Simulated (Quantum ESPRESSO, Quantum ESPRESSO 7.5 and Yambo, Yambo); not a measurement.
# BaTiO3 (P4mm): G0W0 with and without spin-orbit coupling

Aim: spinor G0W0 for BaTiO3 (P4mm) beside the scalar-relativistic result.

Program: Quantum ESPRESSO 7.5 and Yambo 5.3.0. Level of theory: PBE and many-body steps on it, plane waves. Results are calculated unless marked as measured.

### Step 1. The structure

The structure is tetragonal, space group P4mm (No. 99). The conventional cell has a = 3.990 Å, b = 3.990 Å, c = 4.023 Å, α = 90.00°, β = 90.00°, γ = 90.00°. Nearest to Ba lie 12 O at 2.80 to 2.87 Å. Ti has 6 O at 1.84 to 2.18 Å nearest. Nearest to O lie 2 Ti at 1.84 to 2.18 Å and 4 Ba at 2.82 Å. Nearest to O lie 2 Ti at 2.00 Å and 4 Ba at 2.80 to 2.87 Å. Farther neighbours and most contacts between anions are not listed.

The cell and positions come from the Crystallography Open Database and are kept as given unless a step says otherwise. Spin-orbit coupling is left out unless a step names it.

### Step 2. Empty states on the mesh, 4×4×4 mesh, 129 bands

This step: Quantum ESPRESSO 7.5; DFT, PBE, plane waves, norm-conserving pseudopotentials.

The sums over transitions need many empty states on a uniform mesh; this step solves for them.

pw.in

```
&control
  calculation = 'nscf'
  prefix = 'x'
  outdir = 'o'
  pseudo_dir = 'pseudo'
/
&system
  ibrav = 0
  nat = 5
  ntyp = 3
  ecutwfc = 76.0
  nbnd = 129
  force_symmorphic = .true.
/
&electrons
  conv_thr = 1e-9
  electron_maxstep = 80
  diago_full_acc = .true.
  diago_thr_init = 5e-6
/
ATOMIC_SPECIES
  Ba 137.33 Ba.upf
  Ti 47.867 Ti.upf
  O 15.999 O.upf
CELL_PARAMETERS angstrom
  3.9904800000 0.0000000000 0.0000000000
  0.0000000000 3.9904800000 0.0000000000
  0.0000000000 0.0000000000 4.0230300000
ATOMIC_POSITIONS crystal
  Ba 0.0000000000 0.0000000000 0.0000000000
  Ti 0.5000000000 0.5000000000 0.5220000000
  O 0.5000000000 0.5000000000 0.9790000000
  O 0.5000000000 0.0000000000 0.4880000000
  O 0.0000000000 0.5000000000 0.4880000000
K_POINTS automatic
  4 4 4 0 0 0
```

On the command line:

```console
$ OMP_NUM_THREADS=1 mpirun -n 4 pw.x -nk 4 -in pw.in > pw.out
```

Log:

```text
Program PWSCF v.7.5 starts

     This program is part of the open-source Quantum ESPRESSO suite
     for quantum simulation of materials; please cite
         "P. Giannozzi et al., J. Phys.:Condens. Matter 21 395502 (2009);
         "P. Giannozzi et al., J. Phys.:Condens. Matter 29 465901 (2017);
         "P. Giannozzi et al., J. Chem. Phys. 152 154105 (2020);
     in publications or presentations arising from this work. More details at

     Atomic positions and unit cell read from directory:
     o/x.save/

     Message from routine setup:
[...]
83.5165

          k = 0.0000 0.0000-0.4960 (  4846 PWs)   bands (ev):

[...]
52.2417  52.2417  54.2265  54.5769  54.5769  55.3029  55.3029  56.0633
     [... 5 further rows ...]
    80.2011  80.3196  81.2738  81.2738  82.5806  83.4776  83.4776  83.5577
    84.2313

          k = 0.0000 0.2500 0.0000 (  4821 PWs)   bands (ev):

     [... further k-points ...]

     highest occupied, lowest unoccupied level (ev):    10.4956   12.3468

     XML data file, pseudopotentials, collected wavefunctions

=------------------------------------------------------------------------------=
   JOB DONE.
=------------------------------------------------------------------------------=
```

The job ended after 27 s (4 MPI ranks of Arm Neoverse V1, shared host; peak memory 0.43 GiB; 1.8 min of CPU time).

This step gave:

```yaml
gap: 1.851 eV
k_of_the_valence_top: -0.5, -0.5, -0.5
k_of_the_conduction_bottom: 0, 0, 0
least_direct_gap: 2.222 eV
k_points_computed: 18
lowest_point_of_the_top_converged_band_above_the_valence_top: 71.2166 eV
```

On this mesh the gap is 1.851 eV.

The density comes from a self-consistent run that is not shown.

### Step 3. Conversion and set-up

This step: Yambo 5.3.0; conversion and set-up on PBE, plane waves, norm-conserving pseudopotentials.

The states are converted to the many-body program's format and the q mesh is built.

On the command line:

```console
$ (cd o/x.save; p2y > p2y.log; mv SAVE ../..); yambo > setup.log
```

Log:

```text
 Yambo, version 5.3.0

 [02] CORE Variables Setup
 =========================

  [02.01] Unit cells
  ==================

  Cell kind             :  Unknown
  Atoms in the cell     :  Ba  Ti  O
  number of Ba atoms    :  1
  number of Ti atoms    :  1
  number of O  atoms    :  3

  List of atomic masses
  Mass of Ba    :  137.3300
  Mass of Ti    :  47.86700
  Mass of O     :  15.99900

  List of atomic coordinates    : [cc]
  Ba1       :  0.000000  0.000000  0.000000  order 1
  Ti1       :  3.770457  3.770457  3.968466  order 2
[...]
K/Q-points units:
 rlu = crystal or reduced units; cc = cartesian coordinates; iku = interal k-units

 Q [ 1]         [rlu]:  0.000000  0.000000  0.000000
 Q [ 2]         [rlu]:  0.000000  0.000000  0.250000
 Q [ 3]         [rlu]:  0.000000  0.000000 -0.500000
[...]
Q [ 8]         [rlu]:  0.000000 -0.500000  0.250000
 Q [ 9]         [rlu]:  0.000000 -0.500000 -0.500000
 Q [10]         [rlu]:  0.250000  0.250000  0.000000
     [... 6 further rows ...]
 Q [17]         [rlu]: -0.500000 -0.500000  0.250000
 Q [18]         [rlu]: -0.500000 -0.500000 -0.500000

  [03.01] X indexes
  =================

   [03.01.01] Sigma indexes
   ========================

 [06] Game Over & Game summary
```

Elapsed: 3.3 s, on 1 MPI rank; peak memory 0.25 GiB.

### Step 4. Scalar-relativistic

G0W0 replaces the xc potential by the self-energy, built once from these orbitals. Only a window of levels is corrected, while the sums run over the empty bands that the input names.

This step: G0W0 on PBE, plane waves, norm-conserving pseudopotentials.

gw1.in

```
HF_and_locXC
gw0
dyson
ppa
em1d
rim_cut
RandQpts= 1000000
RandGvec= 1 RL
EXXRLvcs= 76 Ry
VXCRLvcs= 304 Ry
Chimod= "HARTREE"
% BndsRnXp
 1 | 129 |
%
NGsBlkXp= 10 Ry
% LongDrXp
 1 | 1 | 1 |
%
% GbndRnge
 1 | 129 |
%
DysSolver= "n"
ExtendOut
PPAPntXp= 27.21138 eV
% QPkrange
 18 | 18 | 19 | 22 |
 1 | 1 | 19 | 22 |
%
```

On the command line:

```console
$ OMP_NUM_THREADS=1 mpirun -n 4 yambo -F gw1.in -J gw1 -C gw1 > gw1.log
```

Log:

```text
 Yambo, version 5.3.0

 [02] CORE Variables Setup
 =========================

  [... cell, symmetries and grids as in the set-up ...]

  [02.05] Energies & Occupations
  ==============================

  [X] === General ===
  [X] Electronic Temperature                        :  0.000000  0.000000 [eV K]
  [X] Bosonic    Temperature                        :  0.000000  0.000000 [eV K]
  [X] Finite Temperature mode                       : no
  [X] El. density                                   :  0.62439E+24 [cm-3]
  [X] Fermi Level                                   :  10.49564 [eV]

  [X] === Gaps and Widths ===
  [X] Conduction Band Min                           :  1.851171 [eV]
  [X] Valence Band Max                              :  0.000000 [eV]
  [X] Filled Bands                                  :  20
  [X] Empty Bands                                   :   21  129
  [X] Direct Gap                                    :  2.221732 [eV]
  [X] Direct Gap localized at k                     :  1
  [X] Indirect Gap                                  :  1.851171 [eV]
  [X] Indirect Gap between kpts                     :  18   1
  [X] Last valence band width                       :  0.967689 [eV]
  [X] 1st conduction band width                     :  2.396446 [eV]

 [03] Transferred momenta grid and indexing
 ==========================================

 IBZ Q-points                                      :  18
 BZ  Q-points                                      :   64

 K/Q-points units:
 rlu = crystal or reduced units; cc = cartesian coordinates; iku = interal k-units

 Q [ 1]         [rlu]:  0.000000  0.000000  0.000000
 Q [ 2]         [rlu]:  0.000000  0.000000  0.250000
 Q [ 3]         [rlu]:  0.000000  0.000000 -0.500000
 Q [ 4]         [rlu]:  0.000000  0.250000  0.000000
 Q [ 5]         [rlu]:  0.000000  0.250000  0.250000
 Q [ 6]         [rlu]:  0.000000  0.250000 -0.500000
 Q [ 7]         [rlu]:  0.000000 -0.500000  0.000000
 Q [ 8]         [rlu]:  0.000000 -0.500000  0.250000
 Q [ 9]         [rlu]:  0.000000 -0.500000 -0.500000
 Q [10]         [rlu]:  0.250000  0.250000  0.000000
     [... 6 further rows ...]
 Q [17]         [rlu]: -0.500000 -0.500000  0.250000
 Q [18]         [rlu]: -0.500000 -0.500000 -0.500000

 [04] Coloumb potential Random Integration (RIM)
 ===============================================

  [04.01] RIM initialization
  ==========================

  * Diagonal components only detected *

  8 x (sBL volume)        :  0.071722 [a.u.]
  sBZ random points       :  1000000
  Points outside the sBZ  :   7992674
  RL volume               :  0.573772 [a.u.]
  Integrated volume       :  0.574298 [a.u.]

  [04.02] RIM integrals
  =====================

  Gamma point sphere radius             :  0.075365 [a.u.]
  Points outside the sphere             :   799811
  [Int_sBZ(q=0) 1/q^2]*(Vol_sBZ)^(-1/3) =:  7.678270
                                 should be <:  7.795600

  Summary of Coulomb integrals for non-metallic bands |Q|[au] RIM/Bare

  Q [1] 0.100000E-4 0.984949 * Q [2] 0.206618 1.046119
  Q [4] 0.208303 1.052505 * Q [5] 0.293396 1.049018
  Q [10] 0.294585 1.050977 * Q [11] 0.359821 1.035731
  Q [3] 0.413236 1.019402 * Q [7] 0.416606 1.019496
  Q [6] 0.462768 1.018035 * Q [8] 0.465029 1.017337
  Q [13] 0.465780 1.017829 * Q [12] 0.507488 1.016008
  Q [14] 0.509551 1.015385 * Q [9] 0.586792 1.011894
  Q [16] 0.589170 1.011790 * Q [15] 0.622667 1.010825
  Q [17] 0.624350 1.010447 * Q [18] 0.719643 1.008389

 [05] Dipoles
 ============

  [05.01] Setup: observables and procedures
  =========================================

  [WARNING] [x,Vnl] slows the Dipoles computation. To neglect it rename the ns.kb_pp file

 [06] Dynamic Dielectric Matrix (PPA)
 ====================================

 [WR./gw1//ndb.pp]---------------------------------------------------------------
  Brillouin Zone Q/K grids (IBZ/BZ)                :   18   64   18   64
  RL vectors                                       :   5983 [WF]
  Coulomb cutoff potential                         : none
[...]
X matrix size                                    :  253
  X band range                                     :    1  129
  X e/h energy range                               : -1.000000 -1.000000 [eV]
  X Time ordering                                  : R
  X Hxc Kernel                                     : HARTREE
  X Drude frequency                                :  0.000000  0.000000
  X poles                                          :  100.0000 [o/o]
  RL vectors in the sum                            :   5983
  [r,Vnl] included                                 : yes
  Field direction                                  :  0.577350E-5  0.577350E-5  0.577350E-5
  BZ energy Double Grid                            : no
  BZ energy DbGd points                            : 0
  BZ Q point size factor                           : -1.000000
  X Optical Averaged directions                    : none

 [07] Local Exchange-Correlation + Non-Local Fock
 ================================================

 [VXC] Plane waves :   38715
 [EXS] Plane waves :   4897

 QP @ state[ 1 ] K range:  1  1
 QP @ state[ 1 ] b range:  19  22
 QP @ state[ 2 ] K range:  18  18
 QP @ state[ 2 ] b range:  19  22

 [xc] Functional : Perdew, Burke & Ernzerhof(X)+Perdew, Burke & Ernzerhof(C)
 [xc] LIBXC used to calculate xc functional
  PP Number of Atomic Species                      :  3
  NLCC RL compoments                               :   38715
  PP Number of Atomic Species                      :  3
  NLCC RL compoments                               :   38715

 [xc] E_xc :  -21.67922 [Ha]
      E_xc :  -43.35844 [Ry]

  Local XC kind (lXC) : Perdew, Burke & Ernzerhof(X)+Perdew, Burke & Ernzerhof(C)
  Non-Local XC kind (nlXC) : Hartree-Fock

  Corrections @ K [1] :  [eV]
 <19|nlXC|19> = -24.43200  0.15640E-17 <19|lXC|19> = -20.00499  0.000000
 <20|nlXC|20> = -24.43197  0.21505E-16 <20|lXC|20> = -20.00499 -0.18882E-15
 <21|nlXC|21> = -11.39897  0.25819E-19 <21|lXC|21> = -18.77475  0.000000
 <22|nlXC|22> = -12.09059 -0.18965E-17 <22|lXC|22> = -19.06032  0.18882E-15

  Corrections @ K [18] :  [eV]
 <19|nlXC|19> = -24.90328  0.20441E-16 <19|lXC|19> = -19.96286  0.000000
 <20|nlXC|20> = -24.96123 -0.15727E-16 <20|lXC|20> = -20.00654 -0.18882E-15
 <21|nlXC|21> = -13.09653 -0.20800E-17 <21|lXC|21> = -21.85267  0.18882E-15
 <22|nlXC|22> = -13.21931 -0.52776E-18 <22|lXC|22> = -21.85360  0.47204E-16

  [07.01] Hartree-Fock occupations report
  =======================================

  [Hartree-Fock] === General ===
  [Hartree-Fock] Electronic Temperature             :  0.000000  0.000000 [eV K]
  [Hartree-Fock] Bosonic    Temperature             :  0.000000  0.000000 [eV K]
  [Hartree-Fock] Finite Temperature mode            : no
  [Hartree-Fock] El. density                        :  0.62439E+24 [cm-3]
  [Hartree-Fock] Fermi Level                        :  10.49564 [eV]

  [Hartree-Fock] === Gaps and Widths ===
  [Hartree-Fock] Conduction Band Min                :  1.925171 [eV]
  [Hartree-Fock] Valence Band Max                   : -0.036277 [eV]
  [Hartree-Fock] Filled Bands                       :  20
  [Hartree-Fock] Empty Bands                        :   21  129
  [Hartree-Fock] Direct Gap                         :  2.473257 [eV]
  [Hartree-Fock] Direct Gap localized at k          :  2
  [Hartree-Fock] Indirect Gap                       :  1.961449 [eV]
  [Hartree-Fock] Indirect Gap between kpts          :  17   2
  [Hartree-Fock] Last valence band width            :  4.918406 [eV]
  [Hartree-Fock] 1st conduction band width          :  11.07858 [eV]

 [08] Dyson equation: Newton solver
 ==================================

  [08.01] G0W0 (W PPA)
  ====================

  [  GW  ] Bands range     :    1  129
  [GW/PPA] G damping       :  0.100000 [eV]

  QP @ state[ 1 ] K range:  1  1
  QP @ state[ 1 ] b range:  19  22
  QP @ state[ 2 ] K range:  18  18
  QP @ state[ 2 ] b range:  19  22

   Sc/G bands                                       :    1  129
   Sc/G damping                                     :  0.100000 ev
   Sc bands terminator                              : no
   Sx RL components                                 :   4897

   QP @ state[ 1 ] K range                          :  1  1
   QP @ state[ 1 ] b range                          :  19  22
   QP @ state[ 2 ] K range                          :  18  18
   QP @ state[ 2 ] b range                          :  19  22
   GF energies kind                                 : Perdew, Burke & Ernzerhof(X)+Perdew, Burke & Ernzerhof(C)
   GF WF`s kind                                     : Perdew, Burke & Ernzerhof(X)+Perdew, Burke & Ernzerhof(C)
   Xs energies kind                                 : Perdew, Burke & Ernzerhof(X)+Perdew, Burke & Ernzerhof(C)
   Xs WF`s kind                                     : Perdew, Burke & Ernzerhof(X)+Perdew, Burke & Ernzerhof(C)

 [11] Game Over & Game summary
```

The job ended after 5.4 min (4 MPI ranks; peak memory 2.1 GiB; 21 min of CPU time).

This step gave:

```yaml
g0w0_gap_on_the_points_computed: 3.334 eV
starting_gap_on_the_mesh: 1.851 eV
k_of_the_valence_top: -0.5, -0.5, -0.5
k_of_the_conduction_bottom: 0, 0, 0
least_direct_g0w0_gap_on_the_computed_points: 3.717 eV
z_at_the_valence_top: 0.7641
z_at_the_conduction_bottom: 0.7787
```

The gap on the mesh goes from 1.85 eV to 3.33 eV, a correction of +1.48 eV.

### Step 5. Empty states on the mesh, 4×4×4 mesh, 258 bands

This step: Quantum ESPRESSO 7.5; DFT, PBE with spin-orbit coupling, plane waves, norm-conserving pseudopotentials.

pw.in, as its differences from that of step 2:

```diff
@@ -11,4 +11,6 @@
   ecutwfc = 76.0
-  nbnd = 129
+  nbnd = 258
   force_symmorphic = .true.
+  noncolin = .true.
+  lspinorb = .true.
 /
```

On the command line:

```console
$ OMP_NUM_THREADS=1 mpirun -n 4 pw.x -nk 4 -in pw.in > pw.out
```

Log:

```text
[banner, memory and clock lines left out]
Program PWSCF v.7.5 starts

     Atomic positions and unit cell read from directory:
     o/x.save/

     Message from routine setup:
     using ibrav=0 with symmetry is DISCOURAGED, use correct ibrav instead

     G-vector sticks info

     bravais-lattice index     =            0
     lattice parameter (alat)  =       7.5409  a.u.
     unit-cell volume          =     432.3148 (a.u.)^3
     number of atoms/cell      =            5
     number of atomic types    =            3
     number of electrons       =        40.00
[...]
k = 0.0000 0.0000 0.2480 (  4849 PWs)   bands (ev):

[...]
[... 21 further rows ...]
[...]
83.5950  83.5950

          k = 0.0000 0.0000-0.4960 (  4846 PWs)   bands (ev):

[...]
27.7703  27.7703  29.4060  29.4060  29.5037  29.5037  30.5192  30.5192
     [... 21 further rows ...]
    82.5862  82.5862  83.4684  83.4684  83.4878  83.4878  83.5689  83.5689
    84.2316  84.2316

          k = 0.0000 0.2500 0.0000 (  4821 PWs)   bands (ev):

     [... further k-points ...]

     highest occupied, lowest unoccupied level (ev):    10.4978   12.3486

     XML data file, pseudopotentials, collected wavefunctions
```

Run time: 2.8 min. Hardware: 4 MPI ranks; peak memory 1.1 GiB.

This step gave:

```
gap                                                           : 1.851 eV
k of the valence top                                          : -0.5, -0.5, -0.5
k of the conduction bottom                                    : 0, 0, 0
least direct gap                                              : 2.177 eV
k points computed                                             : 18
lowest point of the top converged band, above the valence top : 71.2328 eV
```

On this mesh the gap is 1.851 eV.

The density comes from a self-consistent run that is not shown, made with spin-orbit coupling and fully relativistic files.

[end of part 1 of 2]

[Paths, hosts, dates, memory and timing lines, banners, echoed tables and standing remarks are left out of the program output.]

[Logs are printed without paths, hosts, clocks, repeated set-up lines and the standing remarks that a program may print on its own settings, such as how far it seeks lower states.]

[Runs of the session that timed out or met a known fault of the program may be left out.]

[Hosts, paths, dates, database ids (printed as entryN), source tags and the programs' standing remarks are cut or masked in the printed files.]
